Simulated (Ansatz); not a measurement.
**H2O on Al(110), hollow start, 2x2 cell: photoemission fingerprints**

Aim: how the adsorbate changes the work function, the valence spectrum and the core levels in H2O on Al(110), hollow start, 2x2 cell.

Program: Ansatz 0.2.0. Level of theory: DFT, PBE, plane-wave PAW, default files, scalar-relativistic. Results are calculated unless marked as measured.

Report form: the programs' logs are mostly left out.

### 1. The structure

The cell holds 5 atoms: 5 Al. Cell: a = 4.040 Å, b = 2.857 Å, c = 20.713 Å, α = 90.0°, β = 90.0°, γ = 90.0°. It derives from Al. Vacuum lies along c.

### 2. The clean face

The clean face is the reference for what the added atoms change.

The input, input.yaml:

```yaml
crystal:
  lattice:
    - [4.04, 0.0, 0.0]
    - [0.0, 2.856711396, 0.0]
    - [0.0, 0.0, 20.713422792]
  atoms:
    - { symbol: Al, position: [0.0, 0.0, 0.637915951] }
    - { symbol: Al, position: [0.5, 0.5, 0.568957975] }
    - { symbol: Al, position: [0.0, 0.0, 0.5] }
    - { symbol: Al, position: [0.5, 0.5, 0.431042025] }
    - { symbol: Al, position: [0.0, 0.0, 0.362084049] }
kpoints:
  mp_grid: { grid: [10, 14, 1] }
scf:
  occupations: { method: fermi_dirac, width: 0.05 }
  n_extra_bands: 12
hamiltonian:
  xc: pbe
  pseudopotentials: { kind: paw }
output:
  forces: true
  write_potential: true
  volumetric_format: []
  dos:
    projected: true
    de: 0.05
    e_range: [-30, 12]
    method: { smearing: { sigma: 0.1, scheme: gaussian } }
efield:
  axis: 3
  dipole_correction: true
relax:
  f_tol: 0.03
  max_steps: 50
  constraints: [{ sites: [2, 3, 4] }]
```

Command:

```sh
> ansatz run input.yaml --threads 4 --pin off --max-ram 12288MiB --backend cpu --events-out ev --progress --plain --runs-dir out
```

Run time: 15 s. Hardware: 4 threads of Arm Neoverse V1, shared host; peak memory 0.58 GiB; 57 s of CPU time.

Relaxation path:

| step | energy less that of the first step (eV) | largest force component (eV/Å) |
| --- | --- | --- |
| 1 | 0.0000 | 0.2312 |
| 2 | -0.0078 | 0.0722 |
| 3 | -0.0094 | 0.0092 |

The run keeps the 4 symmetry operations that it works with, so distortions that break them were not tested.

The atoms that moved most (Å):

| atom | dx | dy | dz | length |
| --- | --- | --- | --- | --- |
| Al1 | 0.000 | 0.000 | -0.080 | 0.080 |
| Al2 | 0.000 | 0.000 | -0.008 | 0.008 |

Final coordinates:

```xyz
5
Lattice="4.0400 0.0000 0.0000 0.0000 2.8567 0.0000 0.0000 0.0000 20.7134" Properties=species:S:1:pos:R:3
Al    0.0000    0.0000   13.1337
Al    2.0200    1.4284   11.7776
Al    0.0000    0.0000   10.3567
Al    2.0200    1.4284    8.9284
Al    0.0000    0.0000    7.5000
```

Numbers from this step:

```
free energy                                    : -2686.1293 eV
energy at zero smearing                        : -2686.1239 eV
smearing term TS                               : 0.01087 eV
Fermi energy                                   : 0.2541 eV
symmetry operations                            : 4
zero of energy                                 : Fermi level
share of occupied states in no projected shell : 0.0158 of the occupied states in the window
DOS at the Fermi level                         : 1.192 states/eV/cell
work function, upper face                      : 3.951 eV
work function, lower face                      : 3.938 eV
```

The planar mean, electrostatic potential oscillates, so the rows of the table below give means over windows of 0.5 Å about each position, cut where the curve ends. Its maxima inside the range that stand out by 2 % of the span (Å: eV): 8.92: -4.24, 10.36: -4.28, 11.80: -4.38. Its minima: 8.20: -5.26, 9.64: -5.28, 11.08: -5.35, 12.51: -5.78.

From the Fermi level. Table of planar mean, electrostatic potential by z; means over each step:

z (Å), planar mean, electrostatic potential (eV) and a bar from the least value:
```
      0.0       3.94 ##############################
      0.5       3.94 ##############################
      1.0       3.94 ##############################
      1.5       3.94 ##############################
      2.0       3.94 ##############################
      2.5       3.94 ##############################
      3.0       3.94 ##############################
      3.5       3.94 ##############################
      4.0       3.93 ##############################
      4.5       3.91 ##############################
      5.0       3.86 ##############################
      5.5       3.67 #############################
      6.0       3.02 ###########################
      6.5       1.09 #####################
      7.0      -2.34 ##########
      7.5      -3.79 ######
      8.0      -4.88 ##
      8.5      -4.82 ##
      9.0      -4.36 ####
      9.5      -5.04 ##
     10.0      -4.74 ###
     10.5      -4.46 ###
     11.0      -5.16 #
     11.5      -4.66 ###
     12.0      -4.77 ##
     12.5      -5.55 
     13.0      -4.29 ####
     13.5      -2.93 ########
     14.0       0.14 ##################
     14.5       2.72 ##########################
     15.0       3.57 #############################
     15.5       3.84 ##############################
     16.0       3.92 ##############################
     16.5       3.94 ##############################
     17.0       3.95 ##############################
     17.5       3.95 ##############################
     18.0       3.95 ##############################
     18.5       3.95 ##############################
     19.0       3.95 ##############################
     19.5       3.95 ##############################
     20.0       3.95 ##############################
     20.5       3.95 ##############################
```

The spectra weight each projected shell by its atomic cross section (Dirac–Hartree–Slater) and angular factor, for linear light with the analyser at 54.7° from the polarisation. Broadening, on top of any smearing of the DOS itself: a Gaussian of 0.3 eV and a Lorentzian of 0.05 eV plus 0 times the binding energy (full widths), Fermi edge at 300 K. Each atom is damped by exp[−depth/(λ cos θ)], θ = 75° from the normal, λ from the universal curve. Curves are cut 10 eV under the photon energy, above any shell that the free atom's threshold puts out of reach, or at the lower edge of the window: 11.2 eV at 21.2 eV, 12.4 eV at 150 eV, 12.4 eV at 600 eV, 12.4 eV at 1486.7 eV and 12.4 eV at 9251.7 eV. Dipole terms alone, which is rough above 3 keV; no background, satellites or final-state effects.

How the area divides among the shells (%):

| shell | 21.2 eV | 150 eV | 600 eV | 1486.7 eV | 9251.7 eV |
| --- | --- | --- | --- | --- | --- |
| Al 3s | 53.7 | 45.3 | 67.2 | 81.9 | 96.1 |
| Al 3p | 46.3 | 54.7 | 32.8 | 18.1 | 3.9 |

Cross sections used, in Mb an electron:

| shell | 21.2 eV | 150 eV | 600 eV | 1486.7 eV | 9251.7 eV |
| --- | --- | --- | --- | --- | --- |
| Al 3s | 0.15 | 0.028 | 0.0025 | 3.5e-4 | 2.9e-6 |
| Al 3p | 0.070 | 0.018 | 6.3e-4 | 4.0e-5 | 5.9e-8 |

The DOS is smeared over a finite mesh, so a small value at the Fermi level depends on both. At the Fermi level the DOS is 1.19 states/eV a cell, and on the broadened curves Al 3p holds 66 % of the total there.

### 3. Relaxing the atoms

System of this step: Al20H2O. The cell holds 23 atoms: 2 H, 1 O and 20 Al. Its edges and angles: a = 8.080 Å, b = 5.713 Å, c = 22.413 Å, α = 90.0°, β = 90.0°, γ = 90.0°. It derives from Al. How the cell was made: adsorbate; added: H2O; site: hollow; coverage 0.25 monolayer; cell: 2x2; on one face. Regions: ad, 3 atoms (2 H and 1 O); L1, 4 atoms (4 Al); L2, 4 atoms (4 Al); L3, 4 atoms (4 Al); rest, 8 atoms (8 Al). Vacuum lies along c.

Levels and vacuum steps follow bond lengths, so the atoms are relaxed first. 12 atoms are held to stand for the bulk. A dipole correction cancels the field between unlike faces.

The input, input.yaml:

```yaml
crystal:
  lattice:
    - [8.08, 0.0, 0.0]
    - [0.0, 5.713422792, 0.0]
    - [0.0, 0.0, 22.413422792]
  atoms:
    - { symbol: H, position: [0.34631211, 0.337513215, 0.665379087] }
    - { symbol: H, position: [0.156432233, 0.337513215, 0.665379087] }
    - { symbol: O, position: [0.250169332, 0.25, 0.654225056] }
    - { symbol: Al, position: [0.0, 0.0, 0.58953168] }
    - { symbol: Al, position: [0.5, 0.0, 0.58953168] }
    - { symbol: Al, position: [0.0, 0.5, 0.58953168] }
    - { symbol: Al, position: [0.5, 0.5, 0.58953168] }
    - { symbol: Al, position: [0.25, 0.25, 0.525803988] }
    - { symbol: Al, position: [0.75, 0.25, 0.525803988] }
    - { symbol: Al, position: [0.25, 0.75, 0.525803988] }
    - { symbol: Al, position: [0.75, 0.75, 0.525803988] }
    - { symbol: Al, position: [0.0, 0.0, 0.462076297] }
    - { symbol: Al, position: [0.5, 0.0, 0.462076297] }
    - { symbol: Al, position: [0.0, 0.5, 0.462076297] }
    - { symbol: Al, position: [0.5, 0.5, 0.462076297] }
    - { symbol: Al, position: [0.25, 0.25, 0.398348605] }
    - { symbol: Al, position: [0.75, 0.25, 0.398348605] }
    - { symbol: Al, position: [0.25, 0.75, 0.398348605] }
    - { symbol: Al, position: [0.75, 0.75, 0.398348605] }
    - { symbol: Al, position: [0.0, 0.0, 0.334620913] }
    - { symbol: Al, position: [0.5, 0.0, 0.334620913] }
    - { symbol: Al, position: [0.0, 0.5, 0.334620913] }
    - { symbol: Al, position: [0.5, 0.5, 0.334620913] }
kpoints:
  mp_grid: { grid: [4, 6, 1] }
scf:
  occupations: { method: fermi_dirac, width: 0.05 }
  n_extra_bands: 17
hamiltonian:
  xc: pbe
  pseudopotentials: { kind: paw }
output:
  forces: true
  write_potential: true
  volumetric_format: []
efield:
  axis: 3
  dipole_correction: true
relax:
  f_tol: 0.03
  max_steps: 45
  constraints: [{ sites: [11, 12, 13, 14, 15, 16, 17, 18, 19, 20, 21, 22] }]
```

Run time: 9.8 min. Hardware: 4 threads; peak memory 1.7 GiB.

Step by step (22 of 33):

| step | energy less that of the first step (eV) | largest force component (eV/Å) |
| --- | --- | --- |
| 1 | 0.0000 | 1.9863 |
| 3 | -0.5494 | 0.8504 |
| 4 | -0.6661 | 0.5134 |
| 6 | -0.7840 | 0.4347 |
| 7 | -0.8132 | 0.0387 |
| 9 | -0.8222 | 0.0302 |
| 10 | -0.8260 | 0.4823 |
| 12 | -0.8406 | 0.1489 |
| 13 | -0.8360 | 0.9429 |
| 15 | -0.8576 | 0.2302 |
| 16 | -0.8669 | 0.6809 |
| 18 | -0.9094 | 0.3235 |
| 19 | -0.9336 | 0.4575 |
| 21 | -1.0186 | 0.5396 |
| 22 | -1.0522 | 0.5759 |
| 24 | -1.0837 | 0.0926 |
| 25 | -1.0880 | 0.0516 |
| 27 | -1.0907 | 0.0093 |
| 28 | -1.0907 | 0.0084 |
| 30 | -1.0909 | 0.0069 |
| 31 | -1.0910 | 0.0478 |
| 33 | -1.0911 | 0.0205 |

Relaxation steps 13, 29 were tried and not accepted.

The atoms that moved most (Å):

| atom | dx | dy | dz | length |
| --- | --- | --- | --- | --- |
| H2 | 0.953 | -2.329 | 0.096 | 2.518 |
| O3 | 1.072 | -1.380 | 0.452 | 1.805 |
| H1 | 0.075 | -0.929 | 0.328 | 0.988 |
| Al7 | -0.034 | 0.003 | -0.104 | 0.109 |
| Al6 | 0.022 | -0.003 | -0.076 | 0.079 |
| Al5 | -0.076 | -0.015 | -0.012 | 0.078 |
| Al9 | -0.025 | -0.018 | 0.064 | 0.071 |
| Al11 | -0.019 | 0.006 | 0.063 | 0.066 |

Numbers from this step:

* free energy: -11344.1389 eV
* energy at zero smearing: -11344.1148 eV
* smearing term TS: 0.04831 eV
* Fermi energy: 0.2140 eV
* symmetry operations: 1
* work function, upper face: 3.46 eV
* work function, lower face: 4.000 eV

The relaxation ends 47 meV an atom lower, with a largest force component of 0.020 eV/Å on the free atoms. Between step 2 and this run (23 atoms) the value for the work function, upper face moves from 3.95 eV to 3.46 eV (-12 %).

### 4. Bands by layer

This is the main run. States are solved along the surface zone's path and weighed by where they lie along the normal, since photoemission sees the top layers. The cell holds 4 small cells, so the bands are unfolded.

The input, input.yaml:

```yaml
crystal:
  lattice:
    - [8.08, 0.0, 0.0]
    - [0.0, 5.713422792, 0.0]
    - [0.0, 0.0, 22.413422792]
  atoms:
    - { symbol: H, position: [0.3556476824, 0.1749910627, 0.6800222289] }
    - { symbol: H, position: [0.2743403686, -0.0700694784, 0.6696619977] }
    - { symbol: O, position: [0.3828506525, 0.0084727227, 0.6744095297] }
    - { symbol: Al, position: [-0.0014802754, -0.0001614003, 0.587186307] }
    - { symbol: Al, position: [0.4906201608, -0.0026242178, 0.5890114342] }
    - { symbol: Al, position: [0.0027382603, 0.4995260319, 0.5861407711] }
    - { symbol: Al, position: [0.4957805192, 0.5006010776, 0.584893265] }
    - { symbol: Al, position: [0.2492439723, 0.2497422576, 0.5255667997] }
    - { symbol: Al, position: [0.7469071383, 0.2467955797, 0.5286602478] }
    - { symbol: Al, position: [0.2490501058, 0.7511881753, 0.525773873] }
    - { symbol: Al, position: [0.7476326555, 0.751110035, 0.5286001064] }
    - { symbol: Al, position: [0.0, 0.0, 0.462076297] }
    - { symbol: Al, position: [0.5, 0.0, 0.462076297] }
    - { symbol: Al, position: [0.0, 0.5, 0.462076297] }
    - { symbol: Al, position: [0.5, 0.5, 0.462076297] }
    - { symbol: Al, position: [0.25, 0.25, 0.398348605] }
    - { symbol: Al, position: [0.75, 0.25, 0.398348605] }
    - { symbol: Al, position: [0.25, 0.75, 0.398348605] }
    - { symbol: Al, position: [0.75, 0.75, 0.398348605] }
    - { symbol: Al, position: [0.0, 0.0, 0.334620913] }
    - { symbol: Al, position: [0.5, 0.0, 0.334620913] }
    - { symbol: Al, position: [0.0, 0.5, 0.334620913] }
    - { symbol: Al, position: [0.5, 0.5, 0.334620913] }
kpoints:
  mp_grid: { grid: [6, 8, 1] }
scf:
  occupations: { method: fermi_dirac, width: 0.05 }
  n_extra_bands: 27
hamiltonian:
  xc: pbe
  pseudopotentials: { kind: paw }
output:
  forces: true
  write_potential: true
  volumetric_format: []
  efg: { contact_densities: true }
  dos:
    projected:
      site_lists:
        adsorbate: [0, 1, 2]
        layer_1: [3, 4, 5, 6]
        layer_2: [7, 8, 9, 10]
        layer_3: [11, 12, 13, 14]
        other_layers: [15, 16, 17, 18, 19, 20, 21, 22]
    de: 0.05
    e_range: [-30, 12]
    method: { smearing: { sigma: 0.15, scheme: gaussian } }
  eigenstates:
    kpoints:
      - [0.0, 0.0, 0.0]
      - [-0.125, 0.0, 0.0]
      - [-0.25, 0.0, 0.0]
      - [-0.375, 0.0, 0.0]
      - [0.5, 0.0, 0.0]
      - [0.375, 0.0, 0.0]
      # [... 9 more points ...]
      - [0.0, -0.2, 0.0]
      - [0.0, -0.1, 0.0]
    e_range: [-8.0, 4.0]
    unfold:
      supercell_matrix: [[2, 0, 0], [0, 2, 0], [0, 0, 1]]
      layers:
        axis: 3
        edges: [0.156156, 0.442331, 0.442431, 0.556676, 0.556776, 0.858485]
efield:
  axis: 3
  dipole_correction: true
```

Elapsed: 2.4 min, on 4 threads; peak memory 2.6 GiB; 9.5 min of CPU time.

Numbers from this step:

```yaml
free_energy: -11344.0219 eV
energy_at_zero_smearing: -11343.9803 eV
smearing_term_ts: 0.08331 eV
fermi_energy: 0.2446 eV
share_of_occupied_states_in_no_projected_shell: 0.0147 of the occupied states in the window
dos_at_the_fermi_level: 9.879 states/eV/cell
work_function_upper_face: 3.418 eV
work_function_lower_face: 3.967 eV
```

A(k,E), total over k along the path and E. Zero: Fermi level.

Values in eV⁻¹, 12 rows by 16 columns, each cell a mean:
```
1.2 1.2 2.0 1.6 1.9 1.7 2.0 2.1 2.4 1.1 0.2 1.1 1.3 1.0 1.4 1.0
0.5 0.7 1.5 0.5 1.4 2.0 1.4 2.7 1.2 1.6 2.0 1.2 1.6 1.8 0.7 0.6
0.5 0.7 0.9 2.2 1.5 1.2 1.9 1.6 2.6 1.8 1.8 1.6 1.3 2.2 0.9 0.6
1.4 1.2 1.3 0.6 0.6 1.9 1.8 1.3 1.5 1.6 0.7 1.9 1.4 1.1 1.1 1.1
0.3 0.2 0.8 2.2 2.9 2.0 1.8 0.9 0.1 1.6 2.0 1.2 2.0 0.8 0.1 0.4
0.3 0.4 0.4 0.8 0.4 1.0 1.1 0.3 1.0 2.0 1.6 1.5 1.9 0.6 1.0 0.7
0.8 1.5 1.0 0.8 1.1 1.0 0.6 1.0 0.9 0.5 1.9 2.2 1.2 0.9 0.4 0.3
0.9 0.2 1.3 1.2 0.9 0.2 0.6 0.9 0.1 0.8 2.1 2.1 0.8 0.9 1.1 1.0
0.8 0.7 0.6 0.1 0.1 0.1 0.9 0.9 1.8 1.4 0.9 2.2 1.4 0.4 0.8 1.0
0.5 1.3 0.6 0.2 0.4 0.8 0.2 1.0 0.3 1.5 1.3 0.3 1.2 1.3 0.5 0.2
1.0 0.9 0.9 1.0 0.8 0.4 0.5 0.9 2.0 0.8 0.2 0.2 1.1 1.1 1.6 1.3
1.3 0.6 0.1 0.1 0.1 0.2 0.7 0.8 0.1 0.0 0.0 0.1 0.1 1.5 0.8 0.8
```
Columns: k along the path (Å⁻¹) from 0 to 3.75 (not evenly spaced); rows upwards: E (eV) from -7.7 to 3.7.

A(k,E), top over k along the path and E. Zero: Fermi level.

Values in eV⁻¹, 12 rows by 16 columns, each cell a mean:
```
0.49 0.42 0.66 0.65 0.69 0.65 0.62 0.42 0.56 0.35 0.08 0.35 0.41 0.29 0.50 0.42
0.21 0.33 0.48 0.23 0.46 0.60 0.36 0.54 0.26 0.47 0.61 0.40 0.51 0.47 0.17 0.27
0.16 0.23 0.28 0.73 0.50 0.29 0.43 0.30 0.49 0.48 0.53 0.45 0.36 0.46 0.27 0.20
0.42 0.39 0.33 0.16 0.15 0.40 0.41 0.32 0.35 0.39 0.22 0.58 0.38 0.19 0.33 0.35
0.10 0.06 0.25 0.48 0.61 0.38 0.32 0.27 0.04 0.26 0.53 0.36 0.46 0.22 0.05 0.14
0.09 0.11 0.13 0.18 0.07 0.11 0.26 0.10 0.29 0.43 0.37 0.38 0.39 0.17 0.29 0.22
0.23 0.44 0.24 0.09 0.12 0.27 0.13 0.26 0.29 0.13 0.24 0.44 0.21 0.27 0.11 0.10
0.25 0.06 0.30 0.32 0.29 0.08 0.09 0.24 0.04 0.21 0.41 0.26 0.16 0.27 0.31 0.28
0.24 0.17 0.09 0.03 0.03 0.03 0.23 0.15 0.41 0.29 0.10 0.21 0.29 0.10 0.24 0.30
0.14 0.33 0.15 0.08 0.13 0.26 0.09 0.18 0.08 0.18 0.16 0.07 0.17 0.30 0.15 0.07
0.34 0.28 0.38 0.39 0.35 0.23 0.23 0.26 0.33 0.24 0.19 0.16 0.22 0.32 0.45 0.39
0.27 0.10 0.03 0.06 0.05 0.08 0.18 0.11 0.04 0.02 0.03 0.05 0.05 0.17 0.13 0.23
```
Columns: k along the path (Å⁻¹) from 0 to 3.75 (not evenly spaced); rows upwards: E (eV) from -7.7 to 3.7.

A(k,E), middle over k along the path and E. Zero: Fermi level.

Values in eV⁻¹, 12 rows by 16 columns, each cell a mean:
```
0.19 0.25 0.33 0.18 0.40 0.37 0.50 0.76 0.76 0.27 0.04 0.23 0.35 0.24 0.31 0.16
0.08 0.10 0.38 0.08 0.33 0.51 0.38 0.99 0.35 0.42 0.49 0.28 0.37 0.46 0.24 0.10
0.10 0.15 0.22 0.49 0.36 0.36 0.64 0.66 0.99 0.40 0.39 0.37 0.30 0.76 0.24 0.14
0.31 0.27 0.44 0.18 0.18 0.65 0.62 0.42 0.51 0.43 0.18 0.48 0.34 0.46 0.24 0.26
0.06 0.03 0.18 0.80 0.98 0.78 0.70 0.21 0.04 0.72 0.52 0.33 0.61 0.20 0.03 0.09
0.06 0.09 0.10 0.26 0.14 0.52 0.32 0.08 0.25 0.73 0.53 0.39 0.73 0.14 0.20 0.15
0.17 0.36 0.25 0.41 0.55 0.26 0.26 0.25 0.25 0.14 0.88 0.68 0.51 0.28 0.10 0.07
0.25 0.05 0.40 0.31 0.19 0.05 0.25 0.23 0.03 0.19 0.67 0.99 0.25 0.23 0.31 0.30
0.20 0.18 0.29 0.02 0.01 0.02 0.26 0.34 0.49 0.40 0.44 1.16 0.43 0.13 0.20 0.25
0.13 0.42 0.19 0.05 0.09 0.22 0.04 0.41 0.12 0.77 0.66 0.13 0.57 0.35 0.15 0.04
0.25 0.30 0.20 0.22 0.19 0.06 0.11 0.32 1.00 0.33 0.02 0.01 0.50 0.40 0.39 0.34
0.45 0.24 0.01 0.01 0.01 0.05 0.19 0.41 0.02 0.01 0.01 0.01 0.03 0.78 0.35 0.19
```
Columns: k along the path (Å⁻¹) from 0 to 3.75 (not evenly spaced); rows upwards: E (eV) from -7.7 to 3.7.

(Continued in part 2 of 3.)

[Logs are printed without paths, hosts, clocks, repeated set-up lines and the standing remarks that a program may print on its own settings, such as how far it seeks lower states.]

[Hosts, paths, dates, database ids (printed as entryN), source tags and the programs' standing remarks are cut or masked in the printed files.]

[Maps of the electrostatic potential energy from Ansatz leave out the sawtooth potential of an applied field or a dipole correction, so their vacuum need not be flat; work functions include it.]
